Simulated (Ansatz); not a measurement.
# BaC2 (I4/mmm): from the cell to its phonons, part 2 of 3

How does BaC2 (I4/mmm) vibrate, and is this structure a minimum?

Ansatz 0.2.0; DFT PBEsol, scalar-relativistic, plane waves, PAW.

So far: Set-up; Bringing the structure to rest.

**2. Bringing the structure to rest (continued)**

ELF in the ac plane of the conventional cell at fractional y = 0.000, with atoms of Ba and C within 0.2 Å of it. It is the smooth field of the valence electrons, not physical close to the nuclei.

Ten even steps from '_' (0.01) to '@' (0.94), each cell a mean:
```
__==%%%%++________::##@@##..
**%%@@##--________..++%%%%##
%%%%##++..__________--**%%%%
++++--..______________::==++
::::..________________....::
**++==--..__________::==++**
@@@@%%##--..______::++%%@@@@
@@@@@@%%++..______--**%%@@@@
==**%%##++::______--**%%##++
..==##**==..______--**##**--
######**==..______::++######
%%%%%%**==..______::++##%%%%
==**##**==..______--++##**==
::++####++..______--**##**--
##%%%%%%++..______--**%%%%%%
@@@@@@##==..______::**%%@@@@
%%%%##++::________..--**##%%
----::..______________..::--
----..________________..::--
%%##**--____________..==**##
%%%%%%**::________..==%%@@%%
::**@@%%==________::**@@%%==
__::%%%%++..______::##@@**__
```
Columns run along a (4.3 Å), rows up along c (7.2 Å), edges of the conventional cell, whose origin can differ from the input's. Atoms in or near the plane, at fractional coordinates: Ba at (0.00, 0.00), C at (0.00, 0.59), C at (0.00, 0.41).

In this step the volume went from 23.53 to 22.25 Å³/atom.

**3. Relaxing to small forces for the phonons**

Phonons need a cell at rest on their own settings, so the relaxation is repeated with tight tolerances on forces and stress on the k mesh and occupations of the first response run.

The input, input.yaml:

```yaml
crystal:
  lattice:
    - [-2.1574376675, 2.1574376675, 3.5852009126]
    - [2.1574376675, -2.1574376675, 3.5852009126]
    - [2.1574376675, 2.1574376675, -3.5852009126]
  atoms:
    - { symbol: Ba, position: [0.0, 0.0, 0.0] }
    - { symbol: C, position: [0.5879790728, 0.5879790728, 0.0] }
    - { symbol: C, position: [0.4120209272, 0.4120209272, 0.0] }
kpoints:
  mp_grid: { grid: [8, 8, 8] }
hamiltonian:
  xc: pbesol
scf:
  occupations: { method: fixed }
output:
  forces: true
  stress: true
  eigenvalues: true
relax:
  adjacent_minimum: "off"
  f_tol: 0.001
  max_steps: 60
  cell: { stress_tol: 0.01 }
```

Launch:

```console
> ansatz run input.yaml --threads 4 --pin off --max-ram 7168MiB --backend cpu --events-out ev --progress --plain --runs-dir out
```

Numbers of over 12 decimals in the logs are rounded to 6 here.

The program printed:

```text
[...]
Crystal: 3 atoms, lattice volume = 66.750 Å³
Basis set: ecut = 420 eV, 1275 PW (Γ), exchange–correlation on 64×64×64 points (8 copies of the dense FFT grid, shifted against one another)
Bands: 13, of which v1, the nominal top of the filled ones, is band 9 counted from 1 (8 counted from 0)
Symmetry: 16 space group operations
[...]
k-points: 59 of 512
[...]
--- Relaxed structure (3 steps of the walk, 2 accepted, 1 SCFs on fresh bases) ---
[...]
cell:  # Å, volume = 66.7059 Å³
    - [-2.156815, 2.156815, 3.584910]
    - [2.156815, -2.156815, 3.584910]
    - [2.156815, 2.156815, -3.584910]
  atoms:
    - { symbol: Ba, position: [0, 0, 0] }
    - { symbol: C, position: [0.587985, 0.587985, 0] }
    - { symbol: C, position: [0.412015, 0.412015, 0] }
[key lines of the parts left out:]
SCF converged after 7 iterations
Free energy (F): -6355.507959 eV
Fermi energy:    5.034914 eV
P = ⅓ Tr σ = -0.0025 GPa (-0.025 kbar)
```

Elapsed: 3.8 s, on 4 threads of Arm Neoverse V2, shared host; peak memory 0.39 GiB.

Little changed from the start: no atom moved by 0.005 Å and no cell edge by 0.1 %.

This step gave:

* pressure: -0.002545 GPa
* gap on the k-mesh: 1.372 eV
* volume per atom: 22.24 Å³
* direct gap on mesh: 2.141 eV

The largest force component left is 0.66 meV/Å and the pressure is -0.003 GPa, within the tolerances set. The cell now holds 22.24 Å³/atom.

**4. Zone-centre response**

The zone centre comes first: it holds the modes that light can see, as far as symmetry allows. The response to a homogeneous field gives the Born charges and the dielectric tensor, and its change with displacement the Raman tensors.

The input, input.yaml:

```yaml
crystal:
  lattice:
    - [-2.156814665, 2.156814665, 3.5849101588]
    - [2.156814665, -2.156814665, 3.5849101588]
    - [2.156814665, 2.156814665, -3.5849101588]
  atoms:
    - { symbol: Ba, position: [0.0, 0.0, 0.0] }
    - { symbol: C, position: [0.5879851561, 0.5879851561, 0.0] }
    - { symbol: C, position: [0.4120148439, 0.4120148439, 0.0] }
kpoints:
  mp_grid: { grid: [8, 8, 8] }
hamiltonian:
  xc: pbesol
scf:
  occupations: { method: fixed }
output:
  eigenvalues: true
phonons:
  method: dfpt
  dielectric: true
  rigid_motions: translations
  raman: true
```

The program printed:

```text
[...]
Crystal: 3 atoms, lattice volume = 66.706 Å³
Basis set: ecut = 420 eV, 1275 PW (Γ), exchange–correlation on 64×64×64 points (8 copies of the dense FFT grid, shifted against one another)
Bands: 13, of which v1, the nominal top of the filled ones, is band 9 counted from 1 (8 counted from 0)
Symmetry: 16 space group operations
k-points: 150 of 512 (irreducible under 2 space group operations, time reversal used)
[...]
SCF iter   1: F=—  HF=-6355.510511 eV  |F-HF|=—  |Δ(HF+E_count)|=         —  Δρ=4.19e-3  dr2=1.42e-2  ethr=1.77e-3  ⟨swp⟩=4.5  Hψ=11128  notcnv=0  defer=250
[...]
SCF iter   8: F=-6355.507959 eV  HF=-6355.507959 eV  |F-HF|=3.64e-12  |Δ(HF+E_count)|=  6.37e-11  Δρ=1.40e-7  dr2=1.24e-11  ethr=1.00e-12  ⟨swp⟩=9.7  Hψ=15621  notcnv=0
SCF 1 converged in 8 iterations: F = -6355.507959 eV  dr2 = 1.24e-11
[...]
NSCF: frozen V_eff on 2 k-points
DFPT response loops at Γ: preconditioner auto → none (the input reference at scf.mixing.eps_inf says where Resta's filter doesn't serve); β = 0.50; Broyden in place of MSR1
── the response to a field inside a basis, on 8×8×8 k-points: an SCF that follows is theirs, and a resumed run solves both again ──
Bands: 10, of which v1, the nominal top of the filled ones, is band 9 counted from 1 (8 counted from 0)
k-points: 56 of 512
[...]
Eigensolver: Dense (56 Hₖ)
SCF iter   1: F=—  HF=-6355.508608 eV  |F-HF|=—  |Δ(HF+E_count)|=         —  Δρ=1.65e-4  dr2=3.42e-6  ethr=1.00e-1
[...]
SCF iter   5: F=-6355.508611 eV  HF=-6355.508611 eV  |F-HF|=1.82e-12  |Δ(HF+E_count)|=  6.63e-10  Δρ=1.92e-7  dr2=1.58e-11  ethr=6.61e-12
SCF 1 converged in 5 iterations: F = -6355.508611 eV  dr2 = 1.58e-11
[...]
SCF converged after 8 iterations
Free energy (F): -6355.507959 eV
[...]
Internal energy: -6355.507959 eV  (E = F + TS)
E sigma→0 (E₀):  -6355.507959 eV
Fermi energy:    5.034917 eV
[...]
--- Band table (eV; the first three rows and the last of 150) ---
  k-point 0: bands = [... 5 lower, 2.4783, 3.2401, 4.1396, 4.1396, 8.2061, 8.2061, 8.8140, 9.9663]
  k-point 1: bands = [... 5 lower, 2.4158, 3.1588, 3.8748, 4.1028, 7.8130, 8.7431, 9.3337, 10.4286]
  k-point 2: bands = [... 5 lower, 2.3400, 3.0214, 3.9129, 4.0790, 7.1145, 10.1144, 10.6689, 11.0176]
  k-point 149: bands = [... 5 lower, 2.1287, 4.0141, 4.0141, 4.7919, 7.7002, 11.2735, 11.4867, 11.4867]
--- Phonons (Γ-DFPT): 4 representative perturbations + reference, on 150 of 512 k-points (Σ response iterations 12) ---
  k mesh reduced under 2 symmetry operations, with k and −k counted as one. Each operation leaves every solved perturbation unchanged. A smaller set is not considered because the run solves the response to a homogeneous field
  ASR residual: 1.106e-4 → 0.000e0 eV/Å²; symmetrization residual: 1.122e-6 eV/Å²
  ASR residual per site (eV/Å²): 7.31e-5 1.11e-4 1.11e-4
  Γ frequencies (cm⁻¹): 0.00 0.00 0.00 151.39 151.39 157.96 157.96 186.08 1852.38
  ε∞ (high-frequency dielectric tensor):
        3.429014    -0.000000     0.000000
       -0.000000     3.429014     0.000000
        0.000000     0.000000     3.976419
  ε⁰ (static dielectric tensor: ions relaxed, cell fixed):
       12.867637    -0.000000    -0.000000
       -0.000000    12.867637     0.000000
       -0.000000     0.000000    10.318209
  ε⁰ − ε∞ (ionic part):
        9.438623    -0.000000    -0.000000
       -0.000000     9.438623     0.000000
       -0.000000     0.000000     6.341789
  softest optical mode at Γ: 151.39 cm⁻¹; the repairs (sum rule, projections) moved no ω² at Γ by more than (1.65 cm⁻¹)²
  Born effective charges Z* (e; rows j = field, columns β = displacement):
    site 0:
         2.55492   -0.00000    0.00000
        -0.00000    2.55492    0.00000
        -0.00000    0.00000    2.46699
    site 1:
        -1.27746    0.00000   -0.00000
         0.00000   -1.27746   -0.00000
         0.00000   -0.00000   -1.23350
    site 2:
        -1.27746    0.00000    0.00000
         0.00000   -1.27746   -0.00000
         0.00000   -0.00000   -1.23350
  Z* charge neutrality: 3.653e-4 e pre-enforcement
  solved inside a basis spanned on kpoints, on 8×8×8 k-points: ε∞ is read to err by 1.4e-2, Z* by 1.2e-2 e (field_mesh: kpoints solves on kpoints); Z* is corrected for what the basis lacks
  Raman tensors (in the event stream and the table raman_tensors.tsv): an entry may err by 1.5e-1 Å², one of the second-order susceptibility by 4.4e-19 pm/V (basis, points and sum rule); their sum over the sites missed zero by 8.882e-16 Å² ahead of its enforcement
  optical modes at Γ without the LO–TO term, one row a degenerate level:
      ω (cm⁻¹)  modes    IR ((D/Å)²/amu)  static Raman (Å⁴/amu)  depolarisation
        151.39      2             0.0000                24.7037           0.750
        157.96      2            14.7315                 0.0000               —
        186.08      1             6.8675                 0.0000               —
       1852.38      1             0.0000              1802.0160           0.120
  optical modes at Γ + LO–TO along q̂ = [1.0000, 0.0000, 0.0000]:
      ω (cm⁻¹)  modes    IR ((D/Å)²/amu)  static Raman (Å⁴/amu)  depolarisation
        151.39      2             0.0000                24.7037           0.750
        157.96      1             7.3658                 0.0000               —
        186.08      1             6.8675                 0.0000               —
        306.00      1             7.3658                 0.0000               —
       1852.38      1             0.0000              1802.0160           0.120
  optical modes at Γ + LO–TO along q̂ = [0.0000, 1.0000, 0.0000]:
      ω (cm⁻¹)  modes    IR ((D/Å)²/amu)  static Raman (Å⁴/amu)  depolarisation
        151.39      2             0.0000                24.7037           0.750
        157.96      1             7.3658                 0.0000               —
        186.08      1             6.8675                 0.0000               —
        306.00      1             7.3658                 0.0000               —
       1852.38      1             0.0000              1802.0160           0.120
  optical modes at Γ + LO–TO along q̂ = [0.0000, 0.0000, 1.0000]:
      ω (cm⁻¹)  modes    IR ((D/Å)²/amu)  static Raman (Å⁴/amu)  depolarisation
        151.39      2             0.0000                24.7037           0.750
        157.96      2            14.7315                 0.0000               —
        299.74      1             6.8675                 0.0000               —
       1852.38      1             0.0000              1802.0160           0.120
```

The job ended after 74 s (4 threads; peak memory 0.98 GiB).

Numbers from this step:

```yaml
sum_rule_residual_before_enforcement: 1.11e-4 eV/Å²
miss_of_the_charge_sum_rule: 3.65e-4 e
estimated_error_of_the_dielectric_tensor: 0.01438
estimated_error_of_the_born_charges: 0.01227 e
point_group: 4/mmm
highest_optical_mode_at_the_zone_centre_no_lo_to_term: 1852 cm⁻¹
lowest_optical_zone_centre_mode: 151.4 cm⁻¹
mean_high_frequency_dielectric_constant: 3.611
largest_born_charge_third_of_the_trace: 2.526 e
mean_static_dielectric_constant: 12.02
top_of_the_zone_centre_spectrum_with_the_field: 1852 cm⁻¹
```

Without the LO-TO term. Patterns of degenerate modes are one choice out of their space. The modes at Γ (shares of kinetic energy by element, %):

| mode | frequency (cm⁻¹) | symmetry | Ba % | C % |
| --- | --- | --- | --- | --- |
| 1 | 0.0 | acoustic | 85 | 15 |
| 2 | 0.0 | acoustic | 85 | 15 |
| 3 | 0.0 | acoustic | 85 | 15 |
| 4 | 151.4 | Eg | 0 | 100 |
| 5 | 151.4 | Eg | 0 | 100 |
| 6 | 158.0 | Eu | 15 | 85 |
| 7 | 158.0 | Eu | 15 | 85 |
| 8 | 186.1 | A2u | 15 | 85 |
| 9 | 1852.4 | A1g | 0 | 100 |

Displacements in mode 5 (151.4 cm⁻¹), the largest set to 1:
```
Ba1  0.00  0.00  0.00
C2  -0.17 -1.00  0.00
C3   0.17  1.00  0.00
```

Displacements in mode 9 (1852.4 cm⁻¹), the largest set to 1:
```
Ba1  0.00  0.00  0.00
C2   0.00  0.00 -1.00
C3   0.00  0.00  1.00
```

Optical modes at the zone centre, without and with the macroscopic field of the longitudinal modes; each column is sorted by frequency, so a row need not hold one and the same mode. Modes with and without the field, by row:

| rank among optical modes | no field (cm⁻¹) | q along (1, 0, 0) (cm⁻¹) | q along (0, 0, 1) (cm⁻¹) |
| --- | --- | --- | --- |
| 1 | 151.4 | 151.4 | 151.4 |
| 2 | 151.4 | 151.4 | 151.4 |
| 3 | 158 | 158 | 158 |
| 4 | 158 | 186.1 | 158 |
| 5 | 186.1 | 306 | 299.7 |
| 6 | 1852 | 1852 | 1852 |

Born charge (rows field, columns displacement) (e), principal values of the symmetric part by kind of site:

| atom | atoms with these values | low | middle | high | mean |
| --- | --- | --- | --- | --- | --- |
| Ba1 | 1 | 2.47 | 2.55 | 2.55 | 2.53 |
| C2 | 2 | -1.28 | -1.28 | -1.23 | -1.26 |

In full for C2:

```
-1.28  0.00  0.00
 0.00 -1.28  0.00
 0.00  0.00 -1.23
```

High-frequency dielectric tensor:

```
3.43 0.00 0.00
0.00 3.43 0.00
0.00 0.00 3.98
```

Static dielectric tensor (ions relaxed, fixed cell):

```
12.87  0.00  0.00
 0.00 12.87  0.00
 0.00  0.00 10.32
```

Transverse modes. Lines of the infrared spectrum (strongest = 100):

| position (cm⁻¹) | label | relative intensity |
| --- | --- | --- |
| 151 | Eg | 0.0 |
| 158 | Eu | 100 |
| 186 | A2u | 47 |
| 1852 | A1g | 0.0 |

Activity x (w_L - w)^4 (n + 1)/w, 532 nm, 300 K; the tensors are static ones, while 532 nm light lies above the computed direct gap, where resonance would change the heights; modes without the macroscopic field alone. Raman lines, with heights relative to the strongest:

| position (cm⁻¹) | label | relative intensity |
| --- | --- | --- |
| 151 | Eg | 48 |
| 158 | Eu | 0.0 |
| 186 | A2u | 0.0 |
| 1852 | A1g | 100 |

Before it was imposed, the acoustic sum rule was missed by 1.1e-4 eV/Å² and the charge sum rule by 3.7e-4 e. Small misses are needed for a sound result but don't prove that mesh and cutoff are converged. The lowest optical mode is real, 151 cm⁻¹.

(Continued in part 3 of 3.)

[Logs are printed without paths, hosts, clocks, repeated set-up lines and the standing remarks that a program may print on its own settings, such as how far it seeks lower states.]

[Hosts, paths, dates, database ids (printed as entryN), source tags and the programs' standing remarks are cut or masked in the printed files.]
